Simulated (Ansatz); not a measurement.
# Decaying states in the gap of CsKTl2F6, part 2 of 3

A new crystal, CsKTl2F6: structure, gap and complex bands. It is built by putting K for part of the Cs in the CsTlF3 structure of space group Fm-3m, with the volume rescaled by atomic radii. The parent structure comes from the Materials Project.

Ansatz 0.2.0; LDA DFT, plane waves, PAW files (the session's first sound run).

So far. Step 2 (Relaxing the new crystal): The largest force component on a free atom ends at 6.0e-4 eV/Å.

The structure was built from a prototype and need not be the compound's stable phase.

### Step 3. Band edges

The energy window and the wavevectors of the next steps follow from the band edges, so these are searched first, off the mesh as well.

input.yaml reads:

```yaml
crystal:
  lattice:
    - [0.0, 4.637566601, 4.637566601]
    - [4.637566601, 0.0, 4.637566601]
    - [4.637566601, 4.637566601, 0.0]
  atoms:
    - { symbol: K, position: [0.75, 0.75, 0.75] }
    - { symbol: Cs, position: [0.25, 0.25, 0.25] }
    - { symbol: Tl, position: [0.5, 0.5, 0.5] }
    - { symbol: Tl, position: [0.0, 0.0, 0.0] }
    - { symbol: F, position: [0.7680757141, 0.2319242859, 0.2319242859] }
    - { symbol: F, position: [0.2319242859, 0.2319242859, 0.7680757141] }
    - { symbol: F, position: [0.2319242859, 0.7680757141, 0.7680757141] }
    - { symbol: F, position: [0.2319242859, 0.7680757141, 0.2319242859] }
    - { symbol: F, position: [0.7680757141, 0.2319242859, 0.7680757141] }
    - { symbol: F, position: [0.7680757141, 0.7680757141, 0.2319242859] }
kpoints:
  mp_grid: { grid: [4, 4, 4] }
  band_path: { path: [VBM, CBM], npoints: 30 }
scf:
  occupations: { method: fixed }
hamiltonian:
  xc: lda
output:
  eigenvalues: true
  write_potential: true
  write_density: true
  volumetric_format: npy
  elf: true
```

Command:

```console
$ ansatz run input.yaml --threads 2 --pin off --max-ram 4096MiB --backend cpu --events-out ev --progress --plain --runs-dir out
```

Numbers of over 12 decimals in the logs are rounded to 6 here.

Output:

```text
[...]
Crystal: 10 atoms, lattice volume = 199.481 Å³
Basis set: ecut = 420 eV, 3839 PW (Γ)
Bands: 53, of which v1, the nominal top of the filled ones, is band 43 counted from 1 (42 counted from 0)
Symmetry: 24 space group operations
[...]
k-points: 8 of 64 (time reversal used)
[...]
SCF iter   1: F=—  HF=-34061.875505 eV  |F-HF|=—  |Δ(HF+E_count)|=         —  Δρ=1.61e-2  dr2=3.88e-1  ethr=1.77e-3  ⟨swp⟩=5.1  Hψ=1383  notcnv=0  defer=55
[...]
SCF iter   7: F=-34061.768239 eV  HF=-34061.768239 eV  |F-HF|=2.45e-8  |Δ(HF+E_count)|=   2.65e-8  Δρ=3.53e-6  dr2=6.59e-8  ethr=1.16e-10  ⟨swp⟩=13.1  Hψ=1763  notcnv=0
SCF 1 converged in 7 iterations: F = -34061.768239 eV  dr2 = 6.59e-8
[...]
NSCF: frozen V_eff on 16 k-points
[...]
SCF converged after 7 iterations
Free energy (F): -34061.768239 eV
[...]
Internal energy: -34061.768239 eV  (E = F + TS)
E sigma→0 (E₀):  -34061.768239 eV
Fermi energy:    4.532939 eV
[...]
--- Band table (eV; the first three rows and the last of 8) ---
  k-point 0: bands = [... 39 lower, 1.4839, 2.0120, 2.1432, 2.1432, 7.6932, 9.0010, 9.0010, 9.0010, ... 6 higher]
  k-point 1: bands = [... 39 lower, 1.4402, 1.8737, 1.8737, 2.9758, 6.8701, 9.4201, 9.4201, 9.7024, ... 6 higher]
  k-point 2: bands = [... 39 lower, 1.3788, 1.6150, 1.6150, 3.8697, 6.0959, 9.8735, 9.9059, 9.9059, ... 6 higher]
  k-point 7: bands = [... 39 lower, 1.3640, 1.4078, 1.7365, 4.5202, 6.6598, 9.0008, 9.3413, 10.3384, ... 6 higher]
```

It took 23 s on 2 threads of Arm Neoverse V2, shared host; peak memory 0.54 GiB.

This step gave:

| Quantity | Value |
| --- | --- |
| Fermi energy | 4.533 eV |
| gap on the k-mesh | 1.563 eV |
| gap on path | 1.563 eV, by band count; negative where bands overlap |
| direct gap on path | 2.226 eV |
| edge places on path | 0, 0.5867 1/A along the path |

The electronic bands at the labelled points (eV, zero at the Fermi level (highest filled level under fixed occupations); v1 is the highest filled band, c1 the lowest empty one):

| point | v4 | v3 | v2 | v1 | c1 | c2 | c3 | c4 |
| --- | --- | --- | --- | --- | --- | --- | --- | --- |
| VBM | -3.20 | -3.06 | -2.39 | 0.00 | 2.46 | 4.16 | 5.37 | 5.37 |
| halfway | -3.18 | -3.11 | -2.64 | -0.31 | 2.00 | 4.61 | 5.28 | 5.37 |
| CBM | -3.15 | -2.92 | -2.92 | -0.66 | 1.56 | 5.34 | 5.37 | 5.37 |

Valence density in the ac plane of the conventional cell at fractional y = 0.250, with atoms of K and Cs and F within 0.2 Å of it. It is the smooth field of the valence electrons, not physical close to the nuclei.

Ten steps, logarithmic in the rise over the least value, from '0' (0.01 × 1e0 e/Å³) to '9' (9.67 × 1e0 e/Å³), each cell a mean:
```
97310000002589731000000258
54210010001355420000000135
21111222211122100011100012
00023454421000000244431000
00134555542000001467752000
00135413542000002578863100
00135534542000002578763100
00124555431000001356642000
10012344321011000123320000
32101111101233210000000123
75310000002477531000000247
97410000002699741000000269
97310000002589731000000258
54200000001355421001000135
21000111000122111122221112
00002444310000002345442100
00014677520000013455554200
00025788631000013541354200
00025787631000013553454200
00013566420000012455543100
10001233200001001234432101
32100000001233210111110123
75310000002477531000000247
97410000002699741000000269
```
Columns run along a (9.3 Å), rows up along c (9.3 Å), edges of the conventional cell, whose origin can differ from the input's. Atoms in or near the plane, at fractional coordinates: K at (0.25, 0.25), K at (0.75, 0.75), Cs at (0.75, 0.25), Cs at (0.25, 0.75), F at (0.50, 0.00), F at (0.00, 0.50), F at (0.00, 0.00), F at (0.50, 0.50).

ELF in the ac plane of the conventional cell at fractional y = 0.250, with atoms of K and Cs and F within 0.2 Å of it. It is the smooth field of the valence electrons, not physical close to the nuclei.

Ten even steps from '_' (0.00) to '@' (0.88), each cell a mean:
```
%%@@##::__________..++%%%%%%@@##--__________::++%%%%
%%##==..__::--::..__::**%%%%%%++..____________--##%%
++--..__==##%%%%++::__::==++==..____::==--..__..--++
______==@@@@@@@@@@##::____..______==%%@@%%**::____..
____--%%@@%%++**@@@@**..________--%%@@@@@@@@**..____
__..++@@@@==__::%%@@##::________++@@@@##%%@@%%::____
____++@@@@**..--%%@@##::________++@@@@%%@@@@##::____
____::##@@@@%%@@@@%%==__________::##@@@@@@%%==______
::..__--##@@@@@@%%++..__..::..____::**####==..__..::
##++::__::++****--__..==**##**--______....____..++##
@@%%**..____....____--##@@@@%%**::__________..==%%@@
##%%##--__________..**%%%%##@@##--__________::**@@%%
%%@@##--__________::++%%%%%%@@##::__________..++%%%%
%%%%++..____________--##%%%%##==..__::--::..__::**%%
++==..____::==--..__..--++++--..__==##%%%%++::__::==
..______==%%@@%%**::____..______==@@@@@@@@@@##::____
______--%%@@@@@@@@**..________--%%@@%%++**@@@@**..__
______++@@@@##%%@@%%::______..++@@@@==__::%%@@##::__
______++@@@@%%@@@@##::________++@@@@**..--%%@@##::__
______::##@@@@@@%%==__________::##@@@@%%@@@@%%==____
::..____::**####==..__..::::..__--##@@@@@@%%++..__..
##**--______....____..++####++::__::++****--__..==**
@@%%**::__________..==%%@@@@%%**..____....____--##@@
##@@##--__________::**@@%%##%%##--__________..**%%%%
```
Columns run along a (9.3 Å), rows up along c (9.3 Å), edges of the conventional cell, whose origin can differ from the input's. Atoms in or near the plane, at fractional coordinates: K at (0.25, 0.25), K at (0.75, 0.75), Cs at (0.75, 0.25), Cs at (0.25, 0.75), F at (0.50, 0.00), F at (0.00, 0.50), F at (0.00, 0.00), F at (0.50, 0.50).

Electrostatic potential energy in the ac plane of the conventional cell at fractional y = 0.250, with atoms of K and Cs and F within 0.2 Å of it. With pseudopotentials it is smooth inside the atoms' cores, unlike the true potential.

Values in eV, 13 rows by 16 columns, each cell a mean:
```
-18   7   9   8   8   9   9 -11 -18   7   9   9   8   9   9 -11
 10   9   5  -2  -4   3   8  10  10   9   7   3   2   6   9  10
  9   6  -8 -18 -18 -14   4   9   9   7  -2 -26 -29  -8   6   9
  9   6 -11 -18 -17 -16   3   8   9   7  -4 -31 -34 -12   6   9
 10   8   2  -9 -10  -1   7  10  10   9   5  -3  -5   3   8  10
 -6   8   9   7   7   8   9  -2  -6   8   9   8   8   9  10  -2
-32   3  10   9   9  10   8 -25 -32   3  10   9   9  10   8 -25
  2   9   9   7   7   8   9   5   2   9   8   6   5   7   9   5
 10   8   3 -10 -13   1   7   9  10   8  -1 -14 -15  -5   6   9
  9   7  -6 -34 -36 -15   6   9   9   6 -12 -17 -16 -17   3   8
  9   8   1 -19 -22  -4   7   9   9   7  -5 -17 -18 -10   5   9
  8   9   8   5   5   7   9   9   8   9   7   2   1   6   9   9
-26   4  10   9   9   9   9 -19 -27   4  10   9   9   9   9 -19
```
Columns run along a (9.3 Å; values clipped at the 3rd and 97th percentile), rows up along c (9.3 Å), edges of the conventional cell, whose origin can differ from the input's. Atoms in or near the plane, at fractional coordinates: K at (0.25, 0.25), K at (0.75, 0.75), Cs at (0.75, 0.25), Cs at (0.25, 0.75), F at (0.50, 0.00), F at (0.00, 0.50), F at (0.00, 0.00), F at (0.50, 0.50).

The searched edges give 1.56 eV, as on the mesh.

### Step 4. Decaying states in the gap

This step: LDA DFT, plane waves, PAW files; complex bands by layer matching along the plane's normal (Ansatz 0.2.0).

The same crystal is laid in a cell whose first two vectors span the (111) plane (indices of the standard conventional cell, whose axes can be ordered otherwise than in the bulk input). At fixed energy and wavevector in the plane the solver finds all kz, real and complex. A few wavevectors are listed, (0, 0) and (-0.5, -0.5) in units of the plane's reciprocal vectors; the slowest state needn't be among them.

input.yaml reads:

```yaml
crystal:
  lattice:
    - [6.558509584, 0.0, 0.0]
    - [3.279254792, 5.67983591, 0.0]
    - [0.0, 3.786557274, 5.355000651]
  atoms:
    - { symbol: K, position: [0.25, 0.5, 0.75] }
    - { symbol: Cs, position: [0.75, 0.5, 0.25] }
    - { symbol: Tl, position: [0.5, 0.0, 0.5] }
    - { symbol: Tl, position: [0.0, 0.0, 0.0] }
    - { symbol: F, position: [0.7680757141, 0.0, 0.2319242859] }
    - { symbol: F, position: [0.7680757141, 0.4638485718, 0.7680757141] }
    - { symbol: F, position: [0.2319242859, 0.0, 0.7680757141] }
    - { symbol: F, position: [0.2319242859, 0.0, 0.2319242859] }
    - { symbol: F, position: [0.7680757141, 0.0, 0.7680757141] }
    - { symbol: F, position: [0.2319242859, 0.5361514282, 0.2319242859] }
kpoints:
  mp_grid: { grid: [6, 6, 6] }
scf:
  occupations: { method: fixed }
hamiltonian:
  xc: lda
output:
  eigenvalues: true
  transmission:
    leads: [[0, 0]]
    kpoints: [[0.0, 0.0], [-0.5, -0.5]]
    e_range: [-1.0, 2.56]
    de: 0.09
```

Output:

```text
[...]
Crystal: 10 atoms, lattice volume = 199.481 Å³
Basis set: ecut = 420 eV, 3839 PW (Γ)
Bands: 53, of which v1, the nominal top of the filled ones, is band 43 counted from 1 (42 counted from 0)
Symmetry: 24 space group operations
[...]
k-points: 16 of 216 (time reversal used)
[...]
SCF iter   1: F=—  HF=-34061.876262 eV  |F-HF|=—  |Δ(HF+E_count)|=         —  Δρ=1.61e-2  dr2=3.88e-1  ethr=1.77e-3  ⟨swp⟩=5.2  Hψ=2794  notcnv=0  defer=114
[...]
SCF iter   7: F=-34061.768633 eV  HF=-34061.768633 eV  |F-HF|=2.36e-8  |Δ(HF+E_count)|=   2.89e-8  Δρ=3.56e-6  dr2=6.29e-8  ethr=1.16e-10  ⟨swp⟩=12.9  Hψ=3705  notcnv=0
SCF 1 converged in 7 iterations: F = -34061.768633 eV  dr2 = 6.29e-8
[...]
transmission: 7 of 14 steps passed
transmission: 14 of 14 steps passed
SCF converged after 7 iterations
Free energy (F): -34061.768633 eV
[...]
Internal energy: -34061.768633 eV  (E = F + TS)
E sigma→0 (E₀):  -34061.768633 eV
Fermi energy:    4.533018 eV
[...]
--- Band table (eV; the first three rows and the last of 16) ---
  k-point 0: bands = [... 39 lower, 1.4839, 2.0121, 2.1431, 2.1431, 7.6931, 9.0010, 9.0010, 9.0010, ... 6 higher]
  k-point 1: bands = [... 39 lower, 1.4633, 2.0098, 2.0098, 2.5464, 7.2344, 9.2040, 9.2040, 9.5328, ... 6 higher]
  k-point 2: bands = [... 39 lower, 1.4131, 1.7383, 1.7383, 3.3976, 6.5100, 9.6532, 9.6532, 9.7822, ... 6 higher]
  k-point 15: bands = [... 39 lower, 1.3483, 1.4321, 1.8983, 4.5237, 6.7369, 8.8786, 9.5141, 10.2272, ... 6 higher]
--- Transmission ---
  basis      : 313 plane waves across, 7 finite elements along
  points     : 2, as listed
  energies   : 40 from -1.000000 to 2.510000 eV about the Fermi level, 0.090000 eV apart; the leads are filled to 0.781404 eV, and channels, transmission and decay are at 0.800000 eV
  crystal 0  : K1F6Tl2Cs1, at the sites [0, 0], period 5.3550 Å: whole cells are its period
    offset         : up to 0.0000 Å between an atom of the period and one for which it stands
    channels       : 0.000000e0 a spin
    conductance    : none, the energies end too early or step too widely for 300 K: set another output.transmission.e_range or a lower de, or, where they end at an eighth of basis.ecutwfc, a higher one
    slowest decay  : 0.1856 /Å at (0.0000, 0.0000)
```

It took 63 s on 2 threads; peak memory 1 GiB.

Numbers from this step:

```
free energy                                               : -34061.7686 eV
level to which the leads are filled                       : 0.7814 eV from the Fermi level
decay constant at the filling level, zone centre          : 0.1856 Å⁻¹
decay constant at the filling level, slowest listed point : 0.1856 Å⁻¹
```

K parallel (0, 0); values up to 1.5 1/Å, a degenerate pair printed once or twice; energies at which all values exceed this have no row. Im kz of the slowest decaying states against energy, zero at the highest filled level on the SCF mesh:

| energy (eV) | decay 1 (Å⁻¹) | decay 2 (Å⁻¹) | decay 3 (Å⁻¹) | decay 4 (Å⁻¹) |
| --- | --- | --- | --- | --- |
| -1.00 | 0.476 | 0.599 | 0.730 | 0.790 |
| -0.82 | 0.492 | 0.608 | 0.739 | 0.787 |
| -0.73 | 0.499 | 0.613 | 0.743 | 0.786 |
| -0.55 | 0.0844 | 0.512 | 0.621 | 0.750 |
| -0.46 | 0.110 | 0.518 | 0.625 | 0.753 |
| -0.28 | 0.145 | 0.527 | 0.633 | 0.759 |
| -0.19 | 0.157 | 0.531 | 0.637 | 0.761 |
| -0.01 | 0.175 | 0.537 | 0.645 | 0.763 |
| 0.08 | 0.181 | 0.540 | 0.650 | 0.758 |
| 0.26 | 0.19 | 0.544 | 0.659 | 0.748 |
| 0.44 | 0.194 | 0.547 | 0.671 | 0.733 |
| 0.53 | 0.194 | 0.547 | 0.680 | 0.723 |
| 0.71 | 0.190 | 0.548 | 0.700 | 0.772 |
| 0.80 | 0.186 | 0.547 | 0.698 | 0.772 |
| 0.98 | 0.173 | 0.546 | 0.696 | 0.771 |
| 1.07 | 0.164 | 0.544 | 0.695 | 0.771 |
| 1.25 | 0.138 | 0.541 | 0.692 | 0.769 |
| 1.43 | 0.0950 | 0.536 | 0.689 | 0.766 |
| 1.52 | 0.0551 | 0.533 | 0.687 | 0.765 |
| 1.70 | 0.526 | 0.684 | 0.761 | 1.00 |
| 1.79 | 0.523 | 0.682 | 0.758 | 1.00 |
| 1.97 | 0.514 | 0.679 | 0.753 | 1.01 |
| 2.06 | 0.509 | 0.677 | 0.750 | 1.01 |
| 2.24 | 0.498 | 0.674 | 0.744 | 1.01 |
| 2.33 | 0.492 | 0.672 | 0.740 | 0.996 |
| 2.51 | 0.479 | 0.669 | 0.732 | 0.976 |

K parallel (-0.5, -0.5); values up to 1.5 1/Å, a degenerate pair printed once or twice; energies at which all values exceed this have no row. Im kz of the slowest decaying states against energy, zero at the highest filled level on the SCF mesh:

| energy (eV) | decay 1 (Å⁻¹) | decay 2 (Å⁻¹) | decay 3 (Å⁻¹) | decay 4 (Å⁻¹) |
| --- | --- | --- | --- | --- |
| -1.00 | 0.213 | 0.426 | 0.533 | 0.661 |
| -0.73 | 0.105 | 0.421 | 0.567 | 0.677 |
| -0.46 | 0.412 | 0.596 | 0.690 | 0.759 |
| -0.28 | 0.404 | 0.612 | 0.698 | 0.767 |
| -0.01 | 0.388 | 0.634 | 0.709 | 0.778 |
| 0.26 | 0.235 | 0.367 | 0.653 | 0.719 |
| 0.53 | 0.317 | 0.340 | 0.669 | 0.728 |
| 0.80 | 0.304 | 0.371 | 0.682 | 0.737 |
| 0.98 | 0.273 | 0.397 | 0.690 | 0.743 |
| 1.25 | 0.209 | 0.426 | 0.700 | 0.754 |
| 1.52 | 0.0808 | 0.446 | 0.707 | 0.767 |
| 1.79 | 0.459 | 0.713 | 0.768 | 0.786 |
| 1.97 | 0.464 | 0.716 | 0.763 | 0.803 |
| 2.24 | 0.468 | 0.718 | 0.755 | 0.839 |
| 2.51 | 0.0879 | 0.469 | 0.719 | 0.746 |

K parallel (-0.5, -0.5). Re kz of states that move upwards, channel 1 against energy, zero at the highest filled level on the SCF mesh:

| energy (eV) | Re kz of states that move upwards, channel 1 (Å⁻¹) |
| --- | --- |
| -1.00 | - |
| -0.82 | - |
| -0.64 | 0.261 |
| -0.46 | 0.401 |
| -0.37 | 0.454 |
| -0.19 | 0.560 |
| -0.01 | -0.437 |
| 0.17 | - |
| 0.35 | - |
| 0.53 | - |
| 0.71 | - |
| 0.80 | - |
| 0.98 | - |
| 1.16 | - |
| 1.34 | - |
| 1.52 | - |
| 1.70 | 0.347 |
| 1.88 | 0.436 |
| 1.97 | 0.475 |
| 2.15 | 0.552 |
| 2.33 | -0.532 |
| 2.51 | - |

At the listed wavevectors the last open channel is at -0.01 eV and the next at +1.61 eV on the grid. At +0.80 eV, the grid energy nearest the filling level (the middle of the gap on the SCF mesh), the slowest state at the listed wavevectors decays with κ = 0.186 Å⁻¹, its amplitude falling by e over 5.4 Å. Through 1 nm of this crystal that state's transmission falls by exp(−2 × 0.186 Å⁻¹ × 10 Å) = 0.024.

### Step 5. Decay over the two-dimensional zone

The listed points could miss the slowest state, so one energy near mid-gap is solved on a mesh of 10×10.

input.yaml: that of step 4 with these lines changed.

```diff
@@ -24,6 +24,2 @@
   eigenvalues: true
-  transmission:
-    leads: [[0, 0]]
-    kpoints: [[0.0, 0.0], [-0.5, -0.5]]
-    e_range: [-1.0, 2.56]
-    de: 0.09
+  transmission: { leads: [[0, 0]], kmesh: [10, 10], e_range: [0.78, 0.79], de: 0.05 }
```

Output:

```text
[...]
Crystal: 10 atoms, lattice volume = 199.481 Å³
Basis set: ecut = 420 eV, 3839 PW (Γ)
Bands: 53, of which v1, the nominal top of the filled ones, is band 43 counted from 1 (42 counted from 0)
Symmetry: 24 space group operations
[...]
k-points: 16 of 216 (time reversal used)
[...]
SCF iter   1: F=—  HF=-34061.876262 eV  |F-HF|=—  |Δ(HF+E_count)|=         —  Δρ=1.61e-2  dr2=3.88e-1  ethr=1.77e-3  ⟨swp⟩=5.2  Hψ=2794  notcnv=0  defer=114
[...]
SCF iter   7: F=-34061.768633 eV  HF=-34061.768633 eV  |F-HF|=2.36e-8  |Δ(HF+E_count)|=   2.89e-8  Δρ=3.56e-6  dr2=6.29e-8  ethr=1.16e-10  ⟨swp⟩=12.9  Hψ=3705  notcnv=0
SCF 1 converged in 7 iterations: F = -34061.768633 eV  dr2 = 6.29e-8
[...]
transmission: 28 of 98 steps passed
transmission: 56 of 98 steps passed
transmission: 84 of 98 steps passed
transmission: 98 of 98 steps passed
SCF converged after 7 iterations
Free energy (F): -34061.768633 eV
[...]
Internal energy: -34061.768633 eV  (E = F + TS)
E sigma→0 (E₀):  -34061.768633 eV
Fermi energy:    4.533018 eV
[...]
--- Band table (eV; the first three rows and the last of 16) ---
  k-point 0: bands = [... 39 lower, 1.4839, 2.0121, 2.1431, 2.1431, 7.6931, 9.0010, 9.0010, 9.0010, ... 6 higher]
  k-point 1: bands = [... 39 lower, 1.4633, 2.0098, 2.0098, 2.5464, 7.2344, 9.2040, 9.2040, 9.5328, ... 6 higher]
  k-point 2: bands = [... 39 lower, 1.4131, 1.7383, 1.7383, 3.3976, 6.5100, 9.6532, 9.6532, 9.7822, ... 6 higher]
  k-point 15: bands = [... 39 lower, 1.3483, 1.4321, 1.8983, 4.5237, 6.7369, 8.8786, 9.5141, 10.2272, ... 6 higher]
--- Transmission ---
  basis      : 313 plane waves across, 7 finite elements along
  points     : 14, standing for a mesh of 10 x 10
  energies   : 1 from 0.780000 to 0.780000 eV about the Fermi level; the leads are filled to 0.781404 eV, and channels, transmission and decay are at 0.780000 eV
[...]
channels       : 0.000000e0 a spin
    conductance    : none, crystal 0 has no channel at the energies, or these end too early or step too widely for 300 K: set another output.transmission.e_range or a lower de, or, where they end at an eighth of basis.ecutwfc, a higher one
    slowest decay  : 0.1866 /Å at (0.0000, 0.0000)
```

Run time: 52 s. Hardware: 2 threads; peak memory 1.3 GiB; 1.7 min of CPU time.

Numbers from this step:

```
least decay constant on the mesh : 0.1866 Å⁻¹
```

Slowest decay constant (1/Å; 0 where a channel is open) over k1 and k2. At 0.7800 eV from the Fermi level.

Ten even steps from '0' (0.187) to '9' (0.432):
```
6797665456
8998532235
8784211124
6652100125
4631000136
6521001256
8421112487
8532235899
6654566797
4688646886
```
Columns: k1 (b1) from -0.5 to 0.4; rows upwards: k2 (b2) from -0.5 to 0.4.

The least value on the mesh is 0.187 Å⁻¹ at +0.78 eV. At that energy the listed points give about 0.187 Å⁻¹ by interpolation, so the mesh holds no clearly slower state.

(Continued in part 3 of 3.)

[Logs are printed without paths, hosts, clocks, repeated set-up lines and the standing remarks that a program may print on its own settings, such as how far it seeks lower states.]

[Hosts, paths, dates, database ids (printed as entryN), source tags and the programs' standing remarks are cut or masked in the printed files.]
